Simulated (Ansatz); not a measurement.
# Rb2YGe2: relaxing a made-up structure

This structure for Rb2YGe2 is made up. Its elements were placed in a known structure type with a cell scaled to their sizes. What cell does the guess relax to, and how far off was it?

Calculated with Ansatz 0.2.0; DFT, PBE, plane-wave PAW, files of the set soft_1, scalar-relativistic, no spin, cell and ions relaxed at zero pressure; PAW set soft_1.

## (1) The structure

Symmetry: I4/mmm, No. 139, tetragonal system. Conventional cell: a = 5.485 Å, b = 5.485 Å, c = 14.069 Å, α = 90.00°, β = 90.00°, γ = 90.00°. Nearest to Y lie 8 Ge at 4.23 Å and 8 Rb at 4.46 Å. Rb has 4 Ge at 3.30 Å and 4 Rb at 3.88 Å and 4 Y at 4.46 Å nearest. Nearest to Ge lie 4 Rb at 3.30 Å and 1 Ge at 3.35 Å. Farther neighbours are not listed.

As a file:

```
Y Rb Ge
1.0
    -2.74250    2.74250    7.03450
     2.74250   -2.74250    7.03450
     2.74250    2.74250   -7.03450
Y Rb Ge
1 2 2
Direct
  0.00000 0.00000 0.00000
  0.25000 0.75000 0.50000
  0.75000 0.25000 0.50000
  0.38080 0.38080 0.00000
  0.61920 0.61920 0.00000
```

## (2) Relaxation of the guess

The guessed cell has no reason to be at equilibrium. It is relaxed with the atoms, within the space group of the guess.

Contents of input.yaml:

```yaml
crystal:
  lattice:
    - [-2.7425, 2.7425, 7.0345]
    - [2.7425, -2.7425, 7.0345]
    - [2.7425, 2.7425, -7.0345]
  atoms:
    - { symbol: "Y", position: [0.0, 0.0, 0.0] }
    - { symbol: Rb, position: [0.25, 0.75, 0.5] }
    - { symbol: Rb, position: [0.75, 0.25, 0.5] }
    - { symbol: Ge, position: [0.3808, 0.3808, 0.0] }
    - { symbol: Ge, position: [0.6192, 0.6192, 0.0] }
kpoints:
  mp_grid: { grid: [7, 7, 7] }
scf:
  occupations: { method: fermi_dirac, width: 0.05 }
hamiltonian:
  xc: pbe
  pseudopotentials: { kind: paw, azcp: { folder: soft_1 } }
relax:
  f_tol: 0.015
  max_steps: 70
  cell: {}
output:
  forces: true
  stress: true
```

Run with:

```bash
ansatz run input.yaml --threads 4 --pin off --max-ram 8192MiB --backend cpu --events-out ev --progress --plain --runs-dir out
```

Numbers of over 12 decimals in the logs are rounded to 6 here.

Output:

```text
basis.fft_grid_basis auto: the FFT boxes are laid along the combinations [[1, 0, 1], [0, 1, 1], [0, 0, 1]] of the cell's own vectors, 5.485, 5.485 and 8.033 Å long. The dense box has 40×40×54 points. Along the cell's own vectors, as sized, it would have 54×54×54, 1.82 times as many. Of the 16 symmetry operations that the crystal satisfies within crystal.symmetry.tolerance (time reversal apart; of a slab, those that k [...]
Engine: ansatz 0.2.0, x86_64-unknown-linux-gnu
Pseudopotentials: kind: paw
Pseudopotential: Y, paw, valence charge 11, recommended cutoff 420 eV (normal), soft_1/Y.paw.azcp
Pseudopotential: Rb, paw, valence charge 9, recommended cutoff 420 eV (normal), soft_1/Rb.paw.azcp
Pseudopotential: Ge, paw, valence charge 14, recommended cutoff 420 eV (normal), soft_1/Ge.paw.azcp
Functional definition: PBE
  parameter kappa = 0.804
  parameter beta = 0.066725
  exchange = pbe_x(kappa = kappa, mu = beta*pi^2/3)
  correlation = pbe_c(beta = beta)
Crystal: 5 atoms, lattice volume = 211.635 Å³
Basis set: ecut = 420 eV, 4151 PW (Γ), FFT grids on a1+a3, a2+a3, a3, exchange–correlation on 80×80×108 points (8 copies of the dense FFT grid, shifted against one another)
Bands: 35, of which v1, the nominal top of the filled ones, is band 29 counted from 1 (28 counted from 0)
Symmetry: 16 space group operations
Space group: I4/mmm (ITA 139), of the structure as read, at distance tolerance 6.0e-5 Å
k-points: 40 of 343
Non-local potential: Y, projectors of the file, l = 0: 3, l = 1: 2, l = 2: 2, l = 3: 1
Non-local potential: Rb, projectors of the file, l = 0: 3, l = 1: 2, l = 2: 2
Non-local potential: Ge, projectors of the file, l = 0: 2, l = 1: 2, l = 2: 3, l = 3: 1
PAW form: soft (Blöchl's): semilocal exchange-correlation on the pseudo side does not see the compensation charge
PAW one-centre angular grid: Y, 590 points (default); XC on 64 Gauss nodes
PAW one-centre angular grid: Rb, 110 points (default); XC on 64 Gauss nodes
PAW one-centre angular grid: Ge, 590 points (default); XC on 64 Gauss nodes
Initial density: superposition of atomic densities (chi_scale 0.1, normalization cell, long waves kept (reshape's long-wave potential 0.03 eV rms))
Initial wavefunctions: pseudopotential atomic-orbital guess
Functional: x = pbe(κ = 0.804, μ = 0.219515), c = pbe(β = 0.066725)
SCF iter   1: F=—  HF=-18971.271179 eV  |F-HF|=—  |Δ(HF+E_count)|=         —  Δρ=3.01e-2  dr2=5.30e0  ethr=3.10e-3  ⟨swp⟩=7.2  Hψ=5767  notcnv=0
preconditioner: auto → Kerker (q_TF=auto, 2.192 Å⁻¹)  [metal: Δε(μ)=0.020 eV  Ē_g=3.940 eV  σ=0.050 eV  W_gap=0.10  n_scr=32 (ndim 8)  ℏωp=9.2 eV  f_vac=0.000  D(μ)=6.00/eV (n_scr^D=32)]
SCF iter   2: F=—  HF=-18970.230106 eV  |F-HF|=—  |Δ(HF+E_count)|=    1.04e0  Δρ=1.60e-2  dr2=2.07e0  ethr=3.10e-3  ⟨swp⟩=3.0  Hψ=3033  notcnv=0
SCF iter   3: F=—  HF=-18969.742959 eV  |F-HF|=—  |Δ(HF+E_count)|=   4.87e-1  Δρ=6.58e-3  dr2=2.75e-1  ethr=3.10e-3  ⟨swp⟩=3.1  Hψ=2748  notcnv=0
SCF iter   4: F=—  HF=-18969.629204 eV  |F-HF|=—  |Δ(HF+E_count)|=   1.14e-1  Δρ=3.07e-3  dr2=5.02e-2  ethr=4.82e-4  ⟨swp⟩=3.0  Hψ=2759  notcnv=0
SCF iter   5: F=—  HF=-18969.619830 eV  |F-HF|=—  |Δ(HF+E_count)|=   9.37e-3  Δρ=8.33e-4  dr2=3.13e-3  ethr=8.81e-5  ⟨swp⟩=2.6  Hψ=2109  notcnv=0
SCF iter   6: F=—  HF=-18969.620305 eV  |F-HF|=—  |Δ(HF+E_count)|=   4.75e-4  Δρ=3.10e-4  dr2=4.72e-4  ethr=5.50e-6  ⟨swp⟩=3.0  Hψ=2519  notcnv=0
SCF iter   7: F=—  HF=-18969.620379 eV  |F-HF|=—  |Δ(HF+E_count)|=   7.47e-5  Δρ=1.01e-4  dr2=5.96e-5  ethr=8.29e-7  ⟨swp⟩=2.0  Hψ=1593  notcnv=0
SCF iter   8: F=—  HF=-18969.620481 eV  |F-HF|=—  |Δ(HF+E_count)|=   1.01e-4  Δρ=4.09e-5  dr2=6.51e-6  ethr=1.05e-7  ⟨swp⟩=2.0  Hψ=2447  notcnv=0
SCF iter   9: F=—  HF=-18969.620483 eV  |F-HF|=—  |Δ(HF+E_count)|=   1.85e-6  Δρ=1.30e-5  dr2=6.53e-7  ethr=1.14e-8  ⟨swp⟩=3.0  Hψ=2635  notcnv=0
SCF iter  10: F=-18969.620483 eV  HF=-18969.620483 eV  |F-HF|=2.62e-8  |Δ(HF+E_count)|=   3.91e-7  Δρ=3.55e-6  dr2=4.94e-8  ethr=1.75e-10  ⟨swp⟩=5.0  Hψ=5136  notcnv=0
SCF 1 converged in 10 iterations: F = -18969.620483 eV  dr2 = 4.94e-8
  greatest PAW one-centre occupation: 0.998 electrons in one spin orbital (limit 2), on the Ge atom at site 4 (counted from 0), in its partial waves of l = 2
relax step   1: F+E_penalty+E_count = -18969.62048294 eV  Δ(F+E_penalty+E_count) = +0.000e0 eV  max|allowed force component| = 2.372e0 eV/Å  Δτ_max = 0.0000 Å  P = -2.120 GPa  Ω = 211.635 Å³  (10 SCF iters, dr2 threshold 1.00e-7 eV, accepted)
Crystal: 5 atoms, lattice volume = 206.391 Å³
Basis set: ecut = 420 eV, 3991 PW (Γ), FFT grids on a1+a3, a2+a3, a3, exchange–correlation on 80×80×108 points (8 copies of the dense FFT grid, shifted against one another)
Initial density: handed on by an earlier stage of this run
Initial wavefunctions: those handed on with the density
iter 1 solved again at ethr=3.51e-4 eV; its pass at ethr=3.10e-3 eV (dr2=2.00e-1 eV) is discarded
SCF iter   1: F=—  HF=-18970.671682 eV  |F-HF|=—  |Δ(HF+E_count)|=         —  Δρ=9.61e-3  dr2=1.99e-1  ethr=3.51e-4  ⟨swp⟩=1.1  Hψ=6975  notcnv=0
preconditioner: auto → Kerker (q_TF=auto, 2.202 Å⁻¹)  [metal: Δε(μ)=0.004 eV  Ē_g=8.215 eV  σ=0.050 eV  W_gap=0.02  n_scr=32 (ndim 8)  ℏωp=12.9 eV  f_vac=0.000  D(μ)=5.46/eV (n_scr^D=32)]
SCF iter   2: F=—  HF=-18970.629664 eV  |F-HF|=—  |Δ(HF+E_count)|=   4.20e-2  Δρ=5.01e-3  dr2=5.80e-2  ethr=3.50e-4  ⟨swp⟩=2.0  Hψ=1881  notcnv=0
SCF iter   3: F=—  HF=-18970.614796 eV  |F-HF|=—  |Δ(HF+E_count)|=   1.49e-2  Δρ=7.52e-4  dr2=1.14e-3  ethr=1.02e-4  ⟨swp⟩=2.3  Hψ=2573  notcnv=0
SCF iter   4: F=—  HF=-18970.615024 eV  |F-HF|=—  |Δ(HF+E_count)|=   2.28e-4  Δρ=3.05e-4  dr2=4.30e-4  ethr=2.00e-6  ⟨swp⟩=2.0  Hψ=2311  notcnv=0
SCF iter   5: F=—  HF=-18970.614863 eV  |F-HF|=—  |Δ(HF+E_count)|=   1.61e-4  Δρ=8.76e-5  dr2=7.14e-5  ethr=7.55e-7  ⟨swp⟩=2.0  Hψ=2303  notcnv=0
SCF iter   6: F=—  HF=-18970.614862 eV  |F-HF|=—  |Δ(HF+E_count)|=   9.03e-7  Δρ=4.72e-5  dr2=1.06e-5  ethr=1.25e-7  ⟨swp⟩=2.0  Hψ=1650  notcnv=0
SCF iter   7: F=—  HF=-18970.614861 eV  |F-HF|=—  |Δ(HF+E_count)|=   1.06e-6  Δρ=1.80e-5  dr2=2.02e-6  ethr=1.85e-8  ⟨swp⟩=3.0  Hψ=2609  notcnv=0
SCF iter   8: F=-18970.614861 eV  HF=-18970.614861 eV  |F-HF|=1.54e-8  |Δ(HF+E_count)|=   8.84e-8  Δρ=8.65e-6  dr2=2.78e-7  ethr=8.77e-10  ⟨swp⟩=4.0  Hψ=4246  notcnv=0
SCF 2 converged in 8 iterations: F = -18970.614861 eV  dr2 = 2.78e-7
[...]
SCF iter   5: F=—  HF=-18971.471228 eV  |F-HF|=—  |Δ(HF+E_count)|=   5.81e-4  Δρ=2.02e-4  dr2=3.07e-4  ethr=1.86e-6  ⟨swp⟩=2.0  Hψ=2306  notcnv=0
SCF iter   6: F=—  HF=-18971.471295 eV  |F-HF|=—  |Δ(HF+E_count)|=   6.67e-5  Δρ=8.05e-5  dr2=3.75e-5  ethr=5.39e-7  ⟨swp⟩=2.0  Hψ=1627  notcnv=0
SCF iter   7: F=—  HF=-18971.471291 eV  |F-HF|=—  |Δ(HF+E_count)|=   4.11e-6  Δρ=3.83e-5  dr2=7.71e-6  ethr=6.58e-8  ⟨swp⟩=3.0  Hψ=2560  notcnv=0
SCF iter   8: F=—  HF=-18971.471291 eV  |F-HF|=—  |Δ(HF+E_count)|=   1.84e-7  Δρ=1.58e-5  dr2=1.08e-6  ethr=1.35e-8  ⟨swp⟩=2.1  Hψ=1713  notcnv=0
SCF iter   9: F=-18971.471291 eV  HF=-18971.471291 eV  |F-HF|=1.19e-8  |Δ(HF+E_count)|=   7.32e-8  Δρ=5.94e-6  dr2=1.06e-7  ethr=8.77e-10  ⟨swp⟩=4.3  Hψ=5007  notcnv=0
SCF 3 converged in 9 iterations: F = -18971.471291 eV  dr2 = 1.06e-7
relax step   3: F+E_penalty+E_count = -18971.47129081 eV  Δ(F+E_penalty+E_count) = -8.564e-1 eV  max|allowed force component| = 1.308e0 eV/Å  Δτ_max = 0.1950 Å  P = -2.417 GPa  Ω = 199.935 Å³  energy of the carried Pulay correction = +2.906e-4 eV  (9 SCF iters, dr2 threshold 5.00e-7 eV, accepted)
[... from here on, the SCF cycles and remarks between the steps are left out ...]
relax step   4: F+E_penalty+E_count = -18971.73720537 eV  Δ(F+E_penalty+E_count) = -2.659e-1 eV  max|allowed force component| = 2.505e0 eV/Å  Δτ_max = 0.1954 Å  P = -0.293 GPa  Ω = 188.919 Å³  energy of the carried Pulay correction = +5.798e-4 eV  (9 SCF iters, dr2 threshold 5.00e-7 eV, accepted)
relax step   5: F+E_penalty+E_count = -18972.48558314 eV  Δ(F+E_penalty+E_count) = -7.484e-1 eV  max|allowed force component| = 3.252e-1 eV/Å  Δτ_max = 0.0352 Å  P = -1.815 GPa  Ω = 179.530 Å³  energy of the carried Pulay correction = +8.392e-4 eV  (8 SCF iters, dr2 threshold 5.00e-7 eV, accepted)
relax step   6: F+E_penalty+E_count = -18972.90660980 eV  Δ(F+E_penalty+E_count) = -4.210e-1 eV  max|allowed force component| = 2.374e-1 eV/Å  Δτ_max = 0.0165 Å  P = -1.094 GPa  Ω = 164.116 Å³  energy of the carried Pulay correction = +1.293e-3 eV  (8 SCF iters, dr2 threshold 5.00e-7 eV, accepted)
relax step   7: F+E_penalty+E_count = -18973.06227384 eV  Δ(F+E_penalty+E_count) = -1.557e-1 eV  max|allowed force component| = 2.433e-2 eV/Å  Δτ_max = 0.0078 Å  P = +0.575 GPa  Ω = 148.891 Å³  energy of the carried Pulay correction = +1.780e-3 eV  (8 SCF iters, dr2 threshold 5.00e-7 eV, accepted)
relax step   8: F+E_penalty+E_count = -18973.06433690 eV  Δ(F+E_penalty+E_count) = -2.063e-3 eV  max|allowed force component| = 1.053e-1 eV/Å  Δτ_max = 0.0067 Å  P = +0.272 GPa  Ω = 150.168 Å³  energy of the carried Pulay correction = +1.738e-3 eV  (6 SCF iters, dr2 threshold 5.00e-7 eV, accepted)
relax step   9: F+E_penalty+E_count = -18973.06699739 eV  Δ(F+E_penalty+E_count) = -2.660e-3 eV  max|allowed force component| = 2.008e-2 eV/Å  Δτ_max = 0.0116 Å  P = -0.030 GPa  Ω = 151.846 Å³  energy of the carried Pulay correction = +1.682e-3 eV  (6 SCF iters, dr2 threshold 5.00e-7 eV, accepted)
relax step  10: F+E_penalty+E_count = -18973.06705799 eV  Δ(F+E_penalty+E_count) = -6.059e-5 eV  max|allowed force component| = 1.339e-4 eV/Å  Δτ_max = 0.0015 Å  P = -0.001 GPa  Ω = 151.651 Å³  energy of the carried Pulay correction = +1.689e-3 eV  (5 SCF iters, dr2 threshold 2.52e-8 eV, accepted)
Basis set: ecut = 420 eV, 2955 PW (Γ), FFT grids on a1+a3, a2+a3, a3, exchange–correlation on 60×60×120 points (8 copies of the dense FFT grid, shifted against one another)
Initial wavefunctions: pseudopotential atomic-orbital guess (no wavefunctions were taken with the density)
iter 1 solved again at ethr=5.63e-7 eV; its pass at ethr=3.10e-3 eV (dr2=3.21e-4 eV) is discarded
SCF iter   1: F=—  HF=-18973.066709 eV  |F-HF|=—  |Δ(HF+E_count)|=         —  Δρ=1.46e-4  dr2=1.95e-6  ethr=5.63e-7  ⟨swp⟩=3.1  Hψ=9768  notcnv=0
SCF iter   2: F=—  HF=-18973.066856 eV  |F-HF|=—  |Δ(HF+E_count)|=   1.46e-4  Δρ=7.89e-5  dr2=9.99e-7  ethr=3.42e-9  ⟨swp⟩=2.0  Hψ=2498  notcnv=0
SCF iter   3: F=—  HF=-18973.066904 eV  |F-HF|=—  |Δ(HF+E_count)|=   4.84e-5  Δρ=2.80e-5  dr2=1.45e-7  ethr=1.75e-9  ⟨swp⟩=2.5  Hψ=2291  notcnv=0
SCF iter   4: F=—  HF=-18973.066910 eV  |F-HF|=—  |Δ(HF+E_count)|=   6.19e-6  Δρ=2.91e-6  dr2=5.92e-9  ethr=2.54e-10  ⟨swp⟩=2.0  Hψ=2427  notcnv=0
SCF iter   5: F=—  HF=-18973.066910 eV  |F-HF|=—  |Δ(HF+E_count)|=   6.36e-8  Δρ=5.36e-7  dr2=9.92e-10  ethr=1.04e-11  ⟨swp⟩=2.0  Hψ=2425  notcnv=0
SCF iter   6: F=—  HF=-18973.066910 eV  |F-HF|=—  |Δ(HF+E_count)|=  1.56e-10  Δρ=1.84e-7  dr2=2.22e-10  ethr=1.74e-12  ⟨swp⟩=1.9  Hψ=1504  notcnv=0
SCF iter   7: F=-18973.066910 eV  HF=-18973.066910 eV  |F-HF|=1.46e-11  |Δ(HF+E_count)|=  3.64e-12  Δρ=6.61e-8  dr2=2.84e-11  ethr=1.00e-12  ⟨swp⟩=4.5  Hψ=5009  notcnv=0
SCF 11 converged in 7 iterations: F = -18973.066910 eV  dr2 = 2.84e-11
relax step  11: F+E_penalty+E_count = -18973.06691020 eV  Δ(F+E_penalty+E_count) = +1.478e-4 eV  max|allowed force component| = 1.808e-3 eV/Å  Δτ_max = 0.0000 Å  P = +0.005 GPa  Ω = 151.651 Å³  stress off target by 2.19e-2 GPa  SCF on the basis re-selected at this cell (its energy is not comparable with the rows above)  (7 SCF iters)
basis re-selected at this cell: Δ(F+E_penalty+E_count) = +1.478e-4 eV, ΔP = +0.006 GPa vs the last step (what re-selecting the basis moved, of the pressure what is left beyond the Pulay correction that the steps carried, after the strain that the cell walked since its last selection, with what the two solves' SCF thresholds leave and, on support functions, any second-order correction that the steps lacked; it is no measure of the basis error at this ecutwfc). The dense FFT grid was sized anew with the basis: this SCF ran on 30×30×60 points, the steps before it on 40×40×54, so part of this shift can come from that change (see relax.cell in the input reference). [rest of the remark cut]
SCF converged after 7 iterations
Free energy (F): -18973.066910 eV
Harris-Foulkes:  -18973.066910 eV  (|F-HF|=1.46e-11)
Internal energy: -18973.044421 eV  (E = F + TS)
E sigma→0 (E₀):  -18973.055666 eV
Entropy (-TS):   -0.022489 eV (-4.498 meV/atom)
Fermi energy:    8.164670 eV
--- Per-component energies (eV) ---
  E_band       = -559.479209
  E_kinetic    = 861.418947
  E_local      = -6631.454697  (includes V_loc(G=0)·N_el)
  E_nonlocal   = 833.931340
  E_hartree    = 2833.272321
  E_xc         = -570.143358
  E_vxc        = -594.276826  (∫ρ·V_xc dr)
  E_paw        = -12083.631571  (= ΣΔE_a)
  E_vpaw       = -695.642520  (= ΣTr[D̂ρ^β])
  E_aug_tail   = 0.000021  (compensation charges beyond the density's cutoff)
  E_ewald      = -4216.437426
  E_smearing   = -0.022489  (= −TS)
  E_closure    = -0.000000  (closes the sum)
  Σ components = -18973.066910   (vs F -18973.066910, Δ=0.00e0)
--- Forces (eV/Å), atoms counted from 1 ---
  atom   1  Y      0.00000000     0.00000000     0.00000000
  atom   2  Rb     0.00000000    -0.00000000     0.00000000
  atom   3  Rb     0.00000000    -0.00000000     0.00000000
  atom   4  Ge    -0.00000000    -0.00000000     0.00180843
  atom   5  Ge     0.00000000     0.00000000    -0.00180843
  max |Σ_I F_I| component: 7.63e-17 eV/Å
--- Stress (GPa, compression-positive) ---
       -0.003244       0.000000       0.000000
        0.000000      -0.003244       0.000000
       -0.000000      -0.000000       0.021909
  P = ⅓ Tr σ = 0.0051 GPa (0.051 kbar)
--- Relaxed structure (10 steps of the walk, 10 accepted, 1 SCFs on fresh bases) ---
  F+E_penalty+E_count = -18973.06691020 eV   max|allowed force component| = 1.808e-3 eV/Å   (the final SCF, on the basis selected at the relaxed cell)
  cell:  # Å, volume = 151.6512 Å³
    - [-2.206764, 2.206764, 7.785281]
    - [2.206764, -2.206764, 7.785281]
    - [2.206764, 2.206764, -7.785281]
  atoms:
    - { symbol: Y, position: [-6.103405505782357e-19, -6.103405505782363e-19, 0] }
    - { symbol: Rb, position: [0.250000, 0.750000, 0.500000] }
    - { symbol: Rb, position: [0.750000, 0.250000, 0.500000] }
    - { symbol: Ge, position: [0.421947, 0.421947, 0] }
    - { symbol: Ge, position: [0.578053, 0.578053, 0] }
```

It took 41 s on 4 threads of Intel Xeon Platinum 8375C at 2.90GHz (Ice Lake), shared host; peak memory 0.8 GiB; 2.5 min of CPU time.

Step by step:

| step | energy less that of the first step (eV) | largest force component (eV/Å) | pressure (GPa) | volume (Å³) |
| --- | --- | --- | --- | --- |
| 1 | 0.0000 | 2.3725 | -2.12 | 211.63 |
| 2 | -0.9944 | 2.2118 | -2.68 | 206.39 |
| 3 | -1.8508 | 1.3075 | -2.42 | 199.93 |
| 4 | -2.1167 | 2.5053 | -0.29 | 188.92 |
| 5 | -2.8651 | 0.3252 | -1.81 | 179.53 |
| 6 | -3.2861 | 0.2374 | -1.09 | 164.12 |
| 7 | -3.4418 | 0.0243 | 0.58 | 148.89 |
| 8 | -3.4439 | 0.1053 | 0.27 | 150.17 |
| 9 | -3.4465 | 0.0201 | -0.03 | 151.85 |
| 10 | -3.4466 | 0.0001 | 0.00 | 151.65 |
| 11* | -3.4464 | 0.0018 | 0.01 | 151.65 |

Relaxation steps marked * repeat the geometry before them on a plane-wave basis chosen anew for their cell, so energy and pressure can jump there.

The run keeps the 16 symmetry operations that it works with, so distortions that break them were not tested.

| cell as run | before | after | change |
| --- | --- | --- | --- |
| a (Å) | 8.033 | 8.388 | +4.4 % |
| b (Å) | 8.033 | 8.388 | +4.4 % |
| c (Å) | 8.033 | 8.388 | +4.4 % |
| α (°) | 140.07 | 149.49 | +6.7 % |
| β (°) | 140.07 | 149.49 | +6.7 % |
| γ (°) | 57.74 | 43.69 | -24.3 % |
| volume (Å³/atom) | 42.33 | 30.33 | -28.3 % |

The atoms that moved most (Å, as changes of fractional coordinates times the final cell):

| atom | dx | dy | dz | length |
| --- | --- | --- | --- | --- |
| Ge5 | 0.000 | 0.000 | -0.641 | 0.641 |
| Ge4 | 0.000 | 0.000 | 0.641 | 0.641 |

Final coordinates:

```xyz
5
Lattice="-2.2068 2.2068 7.7853 2.2068 -2.2068 7.7853 2.2068 2.2068 -7.7853" Properties=species:S:1:pos:R:3 pbc="T T T"
Y     0.0000    0.0000    0.0000
Rb    2.2068    0.0000    3.8926
Rb    0.0000    2.2068    3.8926
Ge    0.0000    0.0000    6.5699
Ge    0.0000    0.0000    9.0006
```

Numbers from this step:

```yaml
free_energy: -18973.0669 eV
energy_at_zero_smearing: -18973.0557 eV
smearing_term_ts: 0.02249 eV
fermi_energy: 8.165 eV
electrons: 57
symmetry_operations: 16
pressure: 0.005141 GPa
```

The shortest distance of each pair, which need not be the same contact before and after:

| pair | guess (Å) | relaxed (Å) |
| --- | --- | --- |
| Ge–Ge | 3.354 | 2.431 |
| Rb–Rb | 3.878 | 3.121 |
| Ge–Y | 4.226 | 3.349 |
| Ge–Rb | 3.303 | 3.470 |
| Y–Y | 5.485 | 4.414 |

The relaxation ends with a largest force component of 0.0018 eV/Å and a pressure of 0.01 GPa.

## (3) Outcome

| Property | Result |
| --- | --- |
| space group, relaxed | I4/mmm |
| conventional cell | a = 4.414, b = 4.414, c = 15.571 Å; α = 90.0°, β = 90.0°, γ = 90.0° |
| volume per atom | 30.33 Å³ (guess 42.33) |

In words: Rb2YGe2 relaxes to I4/mmm with a = 4.414, b = 4.414 and c = 15.571 Å. The guessed volume was 40 % too large. The space group I4/mmm was held in the relaxation, so the end point is a stationary structure within it and may be a saddle against distortions or other arrangements. Mesh and cutoff weren't tested. No dispersion term is used, so weakly bound directions may come out too long. Nothing here tests whether the compound is stable against decomposition.

[Logs are printed without paths, hosts, clocks, repeated set-up lines and the standing remarks that a program may print on its own settings, such as how far it seeks lower states.]

[Hosts, paths, dates, database ids (printed as entryN), source tags and the programs' standing remarks are cut or masked in the printed files.]
